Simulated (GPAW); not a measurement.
## Quasiparticle gap of SrWO4 (I4_1/a) in GPAW

How does a plane-wave GW calculation on SrWO4 (I4_1/a) run from the first input to the gap?

Main program and level: GPAW 26.7.0; LDA and many-body steps on it, plane waves.

**The experiments to reproduce.**

- Gap 5.08 eV: direct gap from absorption edge with Urbach fit; optical absorption; 300 K; bulk crystal (thin cleaved platelet of Czochralski crystal, 10-30 um thick) (“Optical absorption of divalent metal tungstates: Correlation between the band-gap energy and the cation ionic radius”, 2008, arxiv:0807.2115).

## Step 1: Starting point

The structure is tetragonal, space group I4_1/a (No. 88). Conventional cell: a = 5.440 Å, b = 5.440 Å, c = 11.940 Å, α = 90.00°, β = 90.00°, γ = 90.00°. Nearest to Sr lie 8 O at 2.58 to 2.62 Å. Nearest to W lie 4 O at 1.80 Å. Nearest to O lie 1 W at 1.80 Å and 2 Sr at 2.58 to 2.62 Å. Farther neighbours and most contacts between anions are not listed.

Coordinates:

```cif
data_structure
_symmetry_space_group_name_H-M 'I4_1/a:1'
_symmetry_Int_Tables_number 88
_cell_length_a 5.4402
_cell_length_b 5.4402
_cell_length_c 11.9399
_cell_angle_alpha 90.000
_cell_angle_beta 90.000
_cell_angle_gamma 90.000
_cell_volume 353.37
loop_
_atom_site_label
_atom_site_type_symbol
_atom_site_symmetry_multiplicity
_atom_site_Wyckoff_symbol
_atom_site_fract_x
_atom_site_fract_y
_atom_site_fract_z
_atom_site_occupancy
Sr1 Sr 4 a 0.00000 0.50000 0.25000 1
W1 W 4 b 0.50000 0.00000 0.25000 1
O1 O 16 f 0.73556 0.35783 0.08301 1
```

The cell and positions are those that the Materials Project relaxed with its own functionals (PBE, PBE+U or r2SCAN), kept fixed. Spin-orbit coupling is left out unless a step names it.

## Step 2: Ground state

This step: GPAW 26.7.0; DFT, LDA, plane waves, PAW.

The ground-state density comes first.

run.py reads:

```python
import json
import numpy as np
from gpaw.mpi import world
from ase import Atoms
from gpaw import GPAW, PW, FermiDirac

atoms = Atoms(['Sr', 'Sr', 'W', 'W', 'O', 'O', 'O', 'O', 'O', 'O', 'O', 'O'],
    cell=[[-2.7201121709, 2.7201121709, 5.9699255756],
      [2.7201121709, -2.7201121709, 5.9699255756],
      [2.7201121709, 2.7201121709, -5.9699255756]],
    scaled_positions=[[0.7500000000, 0.2500000000, 0.5000000000],
      [0.0000000000, 0.0000000000, 0.0000000000],
      [0.2500000000, 0.7500000000, 0.5000000000],
      [0.5000000000, 0.5000000000, 0.0000000000],
      [0.4408429100, 0.8185737800, 0.0933980700],
      [0.5685737800, 0.9751757100, 0.8777308700],
      [0.0974448400, 0.6908429100, 0.1222691300],
      [0.7251757100, 0.3474448400, 0.9066019300],
      [0.0248242900, 0.9025551600, 0.5933980700],
      [0.6525551600, 0.5591570900, 0.3777308700],
      [0.1814262200, 0.2748242900, 0.6222691300],
      [0.3091570900, 0.4314262200, 0.4066019300]],
    pbc=(True, True, True))
calc = GPAW(mode=PW(600),
    xc='LDA',
    kpts={'size': (6, 6, 6), 'gamma': True},
    occupations=FermiDirac(0.001),
    nbands=-12,
    convergence={'density': 1e-6, 'bands': -3},
    maxiter=100,
    txt='gs.txt')
atoms.calc = calc
res = {'energy': atoms.get_potential_energy(), 'forces': atoms.get_forces(), 'stress': atoms.get_stress()}
kpts = calc.get_ibz_k_points()
res['kpts'] = kpts
res['eigenvalues'] = [calc.get_eigenvalues(kpt=k) for k in range(len(kpts))]
res['n_electrons'] = calc.get_number_of_electrons()
calc.write('gs.gpw')

if world.rank == 0:
    with open('result.json', 'w') as f:
        json.dump(res, f, default=lambda x: x.tolist())
```

Started as:

```sh
mpirun -n 8 gpaw python run.py
```

Numbers of over 12 decimals in the logs are rounded to 6 here.

Output:

```text
__  _  _
 | _ |_)|_||  |
 |__||  | ||/\| - 26.7.0

Input parameters:
  mode=PW(ecut=600.0),
  convergence={'density': 1e-06, 'bands': -3},
  kpts=MonkhorstPack(size=(6, 6, 6), gamma=True),
  maxiter=100,
  nbands=-12,
  occupations=Occupations(name='fermi-dirac', width=0.001, fixmagmom=False),
  xc=XC(name='LDA')
  [... matrices ...]
Diagonalizing LCAO Hamiltonian
Converting LCAO to pw mode

           O
        W  O

         Sr      O
            O
            OO W
                 O

        Sr
              O

Atoms  # Å, Bohr magnetons
|    | symbol |        x |         y |         z |    initial magnetic moments |
|  0 |     Sr | 0.000000 |  2.720112 |  2.984963 | ( 0.0000,  0.0000,  0.0000) |
|  1 |     Sr | 0.000000 |  0.000000 |  0.000000 | ( 0.0000,  0.0000,  0.0000) |
|  2 |      W | 2.720112 |  0.000000 |  2.984963 | ( 0.0000,  0.0000,  0.0000) |
|  3 |      W | 0.000000 |  0.000000 |  5.969926 | ( 0.0000,  0.0000,  0.0000) |
|  4 |      O | 1.281524 | -0.773417 |  6.961044 | ( 0.0000,  0.0000,  0.0000) |
|  5 |      O | 3.493529 |  1.281524 |  3.976082 | ( 0.0000,  0.0000,  0.0000) |
|  6 |      O | 1.946695 | -1.281524 |  3.976082 | ( 0.0000,  0.0000,  0.0000) |
|  7 |      O | 1.438589 |  3.493529 |  0.991119 | ( 0.0000,  0.0000,  0.0000) |
|  8 |      O | 4.001636 | -0.773417 |  1.993844 | ( 0.0000,  0.0000,  0.0000) |
|  9 |      O | 0.773417 |  1.281524 |  4.978807 | ( 0.0000,  0.0000,  0.0000) |
| 10 |      O | 1.946695 |  1.438589 | -0.991119 | ( 0.0000,  0.0000,  0.0000) |
| 11 |      O | 1.438589 |  0.773417 |  1.993844 | ( 0.0000,  0.0000,  0.0000) |

Unit cell  # Å
| periodic |         x |         y |         z |  lengths |     angles |
|      yes | -2.720112 |  2.720112 |  5.969926 | 7.101974 | 134.959751 |
|      yes |  2.720112 | -2.720112 |  5.969926 | 7.101974 | 134.959751 |
|      yes |  2.720112 |  2.720112 | -5.969926 | 7.101974 |  65.592744 |

Number of symmetries: 4
Symmetry operations  # r_c * U_cc + t_c -> r_c
|   | kind |            matrix            |
| 0 |  E   |  1, 0, 0,  0, 1, 0,  0, 0, 1 |
| 1 |  C2  |  0, 1, 0,  1, 0, 0, -1,-1,-1 |
| 2 |  S4  |  0, 0, 1, -1,-1,-1,  0, 1, 0 |
| 3 |  S4  | -1,-1,-1,  0, 0, 1,  1, 0, 0 |

BZ-sampling:
  Number of BZ points: 216
  Number of IBZ points: 36

  Monkhorst-Pack size: [6, 6, 6]
  Monkhorst-Pack shift: [0.083333, 0.083333, 0.083333]

K-points  # in reciprocal-cell coordinates
|     |                                coordinates |     weight |
|   0 | (  0.00000000,   0.00000000,   0.00000000) | 0.00462963 |
|   1 | (  0.16666667,  -0.16666667,   0.00000000) | 0.01851852 |
|   2 | (  0.16666667,  -0.16666667,   0.16666667) | 0.01851852 |
|   3 | (  0.16666667,   0.00000000,   0.00000000) | 0.03703704 |
|   4 | (  0.16666667,   0.16666667,  -0.16666667) | 0.00925926 |
|   5 | (  0.33333333,  -0.33333333,  -0.16666667) | 0.01851852 |
|   6 | (  0.33333333,  -0.33333333,   0.00000000) | 0.01851852 |
|   7 | (  0.33333333,  -0.33333333,   0.16666667) | 0.01851852 |
|   8 | (  0.33333333,  -0.33333333,   0.33333333) | 0.01851852 |
|   9 | (  0.33333333,  -0.16666667,  -0.16666667) | 0.03703704 |
| ... |                                            |            |
|  35 | (  0.50000000,   0.50000000,   0.50000000) | 0.00462963 |

Plane wave coefficients: 5948
Cutoff: 600.0 eV

Spin-components: 1 (collinear spins)
Bands:           60
Projectors:      62
Spin-degeneracy: 2
Datatype:        complex128

  Storage: CPU
  Wave functions: 202_625_280 bytes (25_328_160 per core)
  Projectors: 124_952_256 bytes (15_619_032 per core)
  [... matrices ...]
Parallelization:
  kpt:    4
  domain: 2
  band:   1

Density:
  Valence electrons: 96.0
  Components: 1
  Grid points: [42 42 42]
  Charge: 0.0  # |e|

Potential:
  Grid points: [42 42 42]

species:
  Sr:
    name:    Strontium
    Z:       38.0
    valence: 10
    core:    28
    charge:  0.0  # [|e|]
    compensation charges:
      type: gauss
      rc: 0.40  # [Å]
      lmax: 2
    cutoffs:
      filter: 2.39  # [Å]
      core: 1.85  # [Å]
    projectors
    | kind |    occ | energy [eV] | rcut [Å] |
    |   4s |  2.000 |     -40.901 |    1.291 |
    |   5s |  2.000 |      -3.641 |    1.291 |
    |   4p |  6.000 |     -22.864 |    1.291 |
    |    p |        |       4.348 |    1.291 |
    |    d |        |       0.000 |    1.254 |

    Using partial waves for Sr as LCAO basis

  W:
    name:    Tungsten
    Z:       74.0
    valence: 14
    core:    60
    charge:  0.0  # [|e|]
    compensation charges:
      type: gauss
      rc: 0.40  # [Å]
      lmax: 2
    cutoffs:
      filter: 2.36  # [Å]
      core: 3.02  # [Å]
    projectors
    | kind |    occ | energy [eV] | rcut [Å] |
    |   5s |  2.000 |     -79.053 |    1.344 |
    |   6s |  2.000 |      -5.886 |    1.344 |
    |   5p |  6.000 |     -43.417 |    1.355 |
    |   6p |  0.000 |      -1.469 |    1.355 |
    |   5d |  4.000 |      -4.693 |    1.228 |
    |    d |        |      22.518 |    1.228 |

    Using partial waves for W as LCAO basis

  O:
    name:    Oxygen
    Z:       8.0
    valence: 6
    core:    2
    charge:  0.0  # [|e|]
    compensation charges:
      type: gauss
      rc: 0.21  # [Å]
      lmax: 2
    cutoffs:
      filter: 1.17  # [Å]
      core: 0.83  # [Å]
    projectors
    | kind |    occ | energy [eV] | rcut [Å] |
    |   2s |  2.000 |     -23.752 |    0.688 |
    |   2p |  4.000 |      -9.195 |    0.598 |
    |    s |        |       3.459 |    0.688 |
    |    p |        |      18.016 |    0.598 |
    |    d |        |       0.000 |    0.619 |

    Using partial waves for O as LCAO basis

Reference energy: -1066048.947101  # eV

eigensolver:
  PPCG
  Converge bands: -3
  niter=2

density mixing:
  MSR1-Mixer
  Pratt-step length: 0.05
  Maximum mixing coefficient: 0.75
  Old densities: 10
  SVD Regularization: 0.005
  Good broyden scale: 1.0
  Trust region scale: 1.0
  Backstep threshold: 4.0
  History deletion threshold: 6.0
  Fourier metric: weight=20.0, sigma=0.015

occupation numbers:
  Fermi-Dirac:
    width: 0.0010  # eV

poisson solver:
  ecut: 4800.0  # eV

xc functional:
  name: None

Initialization done in: 19.745 s

convergence criteria:
- Maximum integral of absolute [dens]ity change: 1e-06 electrons / valence electron
- Maximum [total energy] change in last 3 cyles: 0.0005 eV / valence electron
- Maximum integral of absolute [eigenst]ate change: 4e-08 eV^2 / valence electron
maximum number of iterations: 100

SCF iterations
|iter     |     time |      energy | eigst |  dens |
|iter:   1|  | -123.885487 | +0.46 |       |
|iter:   2|  | -119.140411 | -0.48 | -0.82 |
|iter:   3|  | -109.834594 | +0.02 | -0.89 |
|iter:   4|  | -109.518666 | -0.98 | -1.46 |
|iter:   5|  | -109.441666 | -1.58 | -1.65 |
|iter:   6|  | -109.433605 | -2.06 | -2.07 |
|iter:   7|  | -109.433534c| -2.46 | -2.99 |
|iter:   8|  | -109.433536c| -2.83 | -3.51 |
|iter:   9|  | -109.433535c| -3.12 | -4.23 |
|iter:  10|  | -109.433535c| -3.43 | -4.67 |
|iter:  11|  | -109.433535c| -3.79 | -4.86 |
|iter:  12|  | -109.433535c| -4.19 | -5.59 |
|iter:  13|  | -109.433535c| -4.48 | -6.03c|
|iter:  14|  | -109.433535c| -4.88 | -6.42c|
|iter:  15|  | -109.433535c| -5.20 | -6.96c|
|iter:  16|  | -109.433535c| -5.60 | -7.63c|
|iter:  17|  | -109.433535c| -6.05 | -8.21c|
|iter:  18|  | -109.433535c| -6.39 | -8.81c|
|iter:  19|  | -109.433535c| -6.65 | -9.32c|
|iter:  20|  | -109.433535c| -7.02 | -9.96c|
|iter:  21|  | -109.433535c| -7.22 |-10.39c|
|iter:  22|  | -109.433535c| -7.61c|-10.74c|

Converged in 22 steps
SCF loop duration: 430.139 s (19.552 s/step)
Energy contributions relative to reference atoms: (reference = -1066048.947101)
  [... matrices ...]
Energy contributions:
  Kinetic:          75.310341
  Coulomb:         -91.563869
  Zero:              0.435704
  External:          0.000000
  Xc:              -93.615712
  Entropy:          -0.000000
  Spinorbit:         0.000000
  ----------------------------
  Free energy:    -109.433535
  Extrapolated:   -109.433535

dipole moment: (-5.705488, -36.092404, -0.850359)  # |e|*Ang

Fermi level: 4.775
Eigenvalues  # (at kpt = [0.000, 0.000, 0.000])
| band index |      eig [eV] | occ [0-2] |
|          0 |       -69.961 |     2.000 |
|        ... |               |           |
|         40 |         2.265 |     2.000 |
|         41 |         2.265 |     2.000 |
|         42 |         2.373 |     2.000 |
|         43 |         2.373 |     2.000 |
|         44 |         2.521 |     2.000 |
|         45 |         2.932 |     2.000 |
|         46 |         3.244 |     2.000 |
|         47 |         3.244 |     2.000 |
|         48 |         7.561 |     0.000 |
[...]
|         55 |         9.774 |     0.000 |
|        ... |               |           |
|         59 |        11.337 |     0.000 |

Gap: 4.317 eV
Transition (v -> c):
  (s=0, k=0, n=47, [0.00, 0.00, 0.00]) -> (s=0, k=0, n=48, [0.00, 0.00, 0.00])
No difference between direct/indirect transitions

Forces  # eV/Ang
|        x |        y |        z |
|  0.00000 |  0.00000 |  0.00000 |  # Sr   0
|  0.00000 |  0.00000 |  0.00000 |  # Sr   1
|  0.00000 |  0.00000 | -0.00000 |  # W    2
|  0.00000 |  0.00000 | -0.00000 |  # W    3
| -0.70986 |  0.42143 | -0.53146 |  # O    4
| -0.42143 | -0.70986 | -0.53146 |  # O    5
|  0.42143 |  0.70986 | -0.53146 |  # O    6
|  0.70986 | -0.42143 | -0.53146 |  # O    7
| -0.70986 |  0.42143 |  0.53146 |  # O    8
| -0.42143 | -0.70986 |  0.53146 |  # O    9
|  0.42143 |  0.70986 |  0.53146 |  # O   10
|  0.70986 | -0.42143 |  0.53146 |  # O   11

Force computation time: 1.489  # s

Stress tensor  # eV/Ang^3
|         x |        y |         z |
|  0.081385 | 0.000000 | -0.000000 |
|  0.000000 | 0.081385 |  0.000000 |
| -0.000000 | 0.000000 |  0.079044 |

Stress computation time: 4.544  # s

# Writing to gs.gpw (mode='')
  [... matrices ...]
```

Elapsed: 7.7 min, on 8 MPI ranks of Arm Neoverse V1, shared host; peak memory 2.1 GiB.

This step gave:

* total energy: -109.4335 eV
* gap: 4.317 eV
* k of the valence top: 0, 0, 0
* k of the conduction bottom: 0, 0, 0
* least direct gap: 4.317 eV
* pressure: -12.91 GPa

The gap is direct, at Γ. The pressure of -13 GPa says that this functional would shrink the cell; it is kept.

## Step 3: Bands along the symmetry lines

The cheap functional maps the bands first; the places of the edges decide which points the dearer methods must see.

run.py reads:

```python
import json
import numpy as np
from gpaw.mpi import world
from gpaw import GPAW

path = [[0.000000, 0.000000, 0.000000],
    [0.000000, 0.000000, 0.062500],
    [0.000000, 0.000000, 0.125000],
    [0.000000, 0.000000, 0.187500],
    [0.000000, 0.000000, 0.250000],
    [0.000000, 0.000000, 0.312500],
    [0.000000, 0.000000, 0.375000],
    [0.000000, 0.000000, 0.437500],
    [0.000000, 0.000000, 0.500000],
    [0.031250, 0.031250, 0.468750],
    [0.062500, 0.062500, 0.437500],
    [0.093750, 0.093750, 0.406250],
    [0.125000, 0.125000, 0.375000],
    [0.156250, 0.156250, 0.343750],
    [0.187500, 0.187500, 0.312500],
    [0.218750, 0.218750, 0.281250],
    [0.250000, 0.250000, 0.250000],
    [0.218750, 0.281250, 0.218750],
    [0.187500, 0.312500, 0.187500],
    [0.156250, 0.343750, 0.156250],
    [0.125000, 0.375000, 0.125000],
    [0.093750, 0.406250, 0.093750],
    [0.062500, 0.437500, 0.062500],
    [0.031250, 0.468750, 0.031250],
    [0.000000, 0.500000, 0.000000],
    [0.000000, 0.437500, 0.000000],
    [0.000000, 0.375000, 0.000000],
    [0.000000, 0.312500, 0.000000],
    [0.000000, 0.250000, 0.000000],
    [0.000000, 0.187500, 0.000000],
    [0.000000, 0.125000, 0.000000],
    [0.000000, 0.062500, 0.000000],
    [0.000000, 0.000000, 0.000000],
    [0.062500, 0.062500, -0.062500],
    [0.125000, 0.125000, -0.125000],
    [0.187500, 0.187500, -0.187500],
    [0.250000, 0.250000, -0.250000],
    [0.312500, 0.312500, -0.312500],
    [0.375000, 0.375000, -0.375000],
    [0.437500, 0.437500, -0.437500],
    [0.500000, 0.500000, -0.500000],
    [0.475238, 0.524762, -0.475238],
    [0.450475, 0.549525, -0.450475],
    [0.425713, 0.574287, -0.425713],
    [0.400951, 0.599049, -0.400951],
    [0.376188, 0.623812, -0.376188],
    [0.351426, 0.648574, -0.351426],
    [0.326663, 0.673337, -0.326663],
    [0.301901, 0.698099, -0.301901],
    [-0.301901, 0.301901, 0.301901],
    [-0.264163, 0.264163, 0.264163],
    [-0.226426, 0.226426, 0.226426],
    [-0.188688, 0.188688, 0.188688],
    [-0.150951, 0.150951, 0.150951],
    [-0.113213, 0.113213, 0.113213],
    [-0.075475, 0.075475, 0.075475],
    [-0.037738, 0.037738, 0.037738],
    [0.000000, 0.000000, 0.000000],
    [-0.000000, 0.000000, 0.500000],
    [-0.012975, 0.012975, 0.500000],
    [-0.025951, 0.025951, 0.500000],
    [-0.038926, 0.038926, 0.500000],
    [-0.051901, 0.051901, 0.500000],
    [-0.064876, 0.064876, 0.500000],
    [-0.077852, 0.077852, 0.500000],
    [-0.090827, 0.090827, 0.500000],
    [-0.103802, 0.103802, 0.500000],
    [0.500000, 0.500000, -0.103802],
    [0.500000, 0.500000, -0.153327],
    [0.500000, 0.500000, -0.202852],
    [0.500000, 0.500000, -0.252376],
    [0.500000, 0.500000, -0.301901],
    [0.500000, 0.500000, -0.351426],
    [0.500000, 0.500000, -0.400951],
    [0.500000, 0.500000, -0.450475],
    [0.500000, 0.500000, -0.500000]]
calc = GPAW('gs.gpw').fixed_density(kpts=path,
    symmetry='off',
    nbands=58,
    convergence={'bands': 54},
    txt='bands.txt')
res = {}
kpts = calc.get_ibz_k_points()
res['kpts'] = kpts
res['eigenvalues'] = [calc.get_eigenvalues(kpt=k) for k in range(len(kpts))]
res['n_electrons'] = calc.get_number_of_electrons()

if world.rank == 0:
    with open('result.json', 'w') as f:
        json.dump(res, f, default=lambda x: x.tolist())
```

Started as:

```sh
mpirun -n 8 gpaw python run.py
```

Output:

```text
Diagonalizing LCAO Hamiltonian
Converting LCAO to pw mode
convergence criteria:
- Maximum integral of absolute [eigenst]ate change: 4e-08 eV^2 / valence electron
maximum number of iterations: 100

SCF iterations
|iter     |     time |      energy | eigst |  dens |
|iter:   1|  |             | +0.45 |       |
|iter:   2|  |             | -0.67 |       |
|iter:   3|  |             | -1.32 |       |
[...]
|iter:  20|  |             | -7.11 |       |
|iter:  21|  |             | -7.26 |       |
|iter:  22|  |             | -7.42c|       |
SCF steps: 22
  __  _  _
 | _ |_)|_||  |
 |__||  | ||/\| - 26.7.0

Input parameters:
  mode=PW(ecut=600.0),
  convergence={'bands': 54},
  gpts=array([42, 42, 42]),
  kpts=KPoints(kpts=array([[ 0.      ,  0.      ,  0.      ],
         [ 0.      ,  0.      ,  0.0625  ],
         [ 0.      ,  0.      ,  0.125   ],
         [ 0.      ,  0.      ,  0.1875  ],
[...]
[ 0.5     ,  0.5     , -0.5     ],
         [ 0.475238,  0.524762, -0.475238],
         [ 0.450475,  0.549525, -0.450475],
         [ 0.425713,  0.574287, -0.425713],
[...]
[ 0.326663,  0.673337, -0.326663],
         [ 0.301901,  0.698099, -0.301901],
         [-0.301901,  0.301901,  0.301901],
         [-0.264163,  0.264163,  0.264163],
         [-0.226426,  0.226426,  0.226426],
[...]
[-0.075475,  0.075475,  0.075475],
         [-0.037738,  0.037738,  0.037738],
         [ 0.      ,  0.      ,  0.      ],
         [-0.      ,  0.      ,  0.5     ],
         [-0.012975,  0.012975,  0.5     ],
         [-0.025951,  0.025951,  0.5     ],
         [-0.038926,  0.038926,  0.5     ],
[...]
[-0.090827,  0.090827,  0.5     ],
         [-0.103802,  0.103802,  0.5     ],
         [ 0.5     ,  0.5     , -0.103802],
         [ 0.5     ,  0.5     , -0.153327],
         [ 0.5     ,  0.5     , -0.202852],
[...]
[ 0.5     ,  0.5     , -0.400951],
         [ 0.5     ,  0.5     , -0.450475],
         [ 0.5     ,  0.5     , -0.5     ]])),
  maxiter=100,
  nbands=58,
  occupations=Occupations(name='fermi-dirac', width=0.001, fixmagmom=False),
  parallel={},
  symmetry=Symmetry(point_group=False, time_reversal=False),
  xc=XC(name='LDA')
  [... matrices ...]
timing:  # [seconds]
  Total: 0.210  # ━━━━━━━━━━━━━━━━━━━━━━━━━━━━━━━━━━━━━━━━━━━━━━━━━━━━━━━━━━━
```

Elapsed: 8.9 min, on 8 MPI ranks; peak memory 3.2 GiB; 51 min of CPU time.

This step gave:

```yaml
gap: 4.317 eV
k_of_the_valence_top: 0, 0, 0
k_of_the_conduction_bottom: 0, 0, 0
least_direct_gap: 4.317 eV
```

The gap is 4.317 eV, as in the run before at this level.

The electronic bands at the labelled points (eV, zero at the top of the highest filled band):

| point | band 45 | band 46 | band 47 | band 48 | band 49 | band 50 | band 51 | band 52 |
| --- | --- | --- | --- | --- | --- | --- | --- | --- |
| Γ | -0.72 | -0.31 | 0.00 | 0.00 | 4.32 | 4.69 | 4.92 | 5.00 |
| halfway | -0.44 | -0.42 | -0.39 | -0.13 | 4.49 | 4.79 | 4.82 | 5.10 |
| X | -0.43 | -0.43 | -0.38 | -0.38 | 4.54 | 4.54 | 5.02 | 5.02 |
| halfway | -0.42 | -0.42 | -0.38 | -0.38 | 4.54 | 4.54 | 5.01 | 5.01 |
| P | -0.42 | -0.42 | -0.40 | -0.40 | 4.54 | 4.54 | 5.01 | 5.01 |
| halfway | -0.51 | -0.46 | -0.27 | -0.23 | 4.54 | 4.71 | 4.88 | 5.01 |
| N | -0.52 | -0.47 | -0.25 | -0.19 | 4.66 | 4.76 | 4.80 | 4.98 |
| halfway | -0.65 | -0.32 | -0.16 | -0.11 | 4.47 | 4.73 | 4.85 | 5.02 |
| Γ | -0.72 | -0.31 | 0.00 | 0.00 | 4.32 | 4.69 | 4.92 | 5.00 |
| halfway | -0.56 | -0.21 | -0.03 | -0.03 | 4.35 | 4.54 | 4.83 | 4.86 |
| M | -0.34 | -0.34 | -0.08 | -0.08 | 4.43 | 4.43 | 4.71 | 4.71 |
| halfway | -0.36 | -0.29 | -0.18 | -0.09 | 4.52 | 4.56 | 4.73 | 4.75 |
| S | -0.48 | -0.39 | -0.23 | -0.12 | 4.68 | 4.70 | 4.81 | 4.86 |
| jump to S0 | -0.48 | -0.39 | -0.23 | -0.12 | 4.68 | 4.70 | 4.81 | 4.86 |
| halfway | -0.50 | -0.40 | -0.19 | -0.17 | 4.51 | 4.78 | 4.86 | 5.04 |
| Γ | -0.72 | -0.31 | 0.00 | 0.00 | 4.32 | 4.69 | 4.92 | 5.00 |
| jump to X | -0.43 | -0.43 | -0.38 | -0.38 | 4.54 | 4.54 | 5.02 | 5.02 |
| halfway | -0.47 | -0.40 | -0.37 | -0.35 | 4.50 | 4.60 | 4.99 | 5.01 |
| R | -0.47 | -0.40 | -0.31 | -0.30 | 4.49 | 4.67 | 4.95 | 4.98 |
| jump to G | -0.47 | -0.40 | -0.31 | -0.30 | 4.49 | 4.67 | 4.95 | 4.98 |
| halfway | -0.32 | -0.28 | -0.19 | -0.16 | 4.52 | 4.68 | 4.75 | 4.79 |
| M | -0.34 | -0.34 | -0.08 | -0.08 | 4.43 | 4.43 | 4.71 | 4.71 |

[end of part 1 of 2]

[Paths, hosts, dates, memory and timing lines, banners, echoed tables and standing remarks are left out of the program output.]

[Logs are printed without paths, hosts, clocks, repeated set-up lines and the standing remarks that a program may print on its own settings, such as how far it seeks lower states.]

[Runs of the session that timed out or met a known fault of the program may be left out.]

[Hosts, paths, dates, database ids (printed as entryN), source tags and the programs' standing remarks are cut or masked in the printed files.]
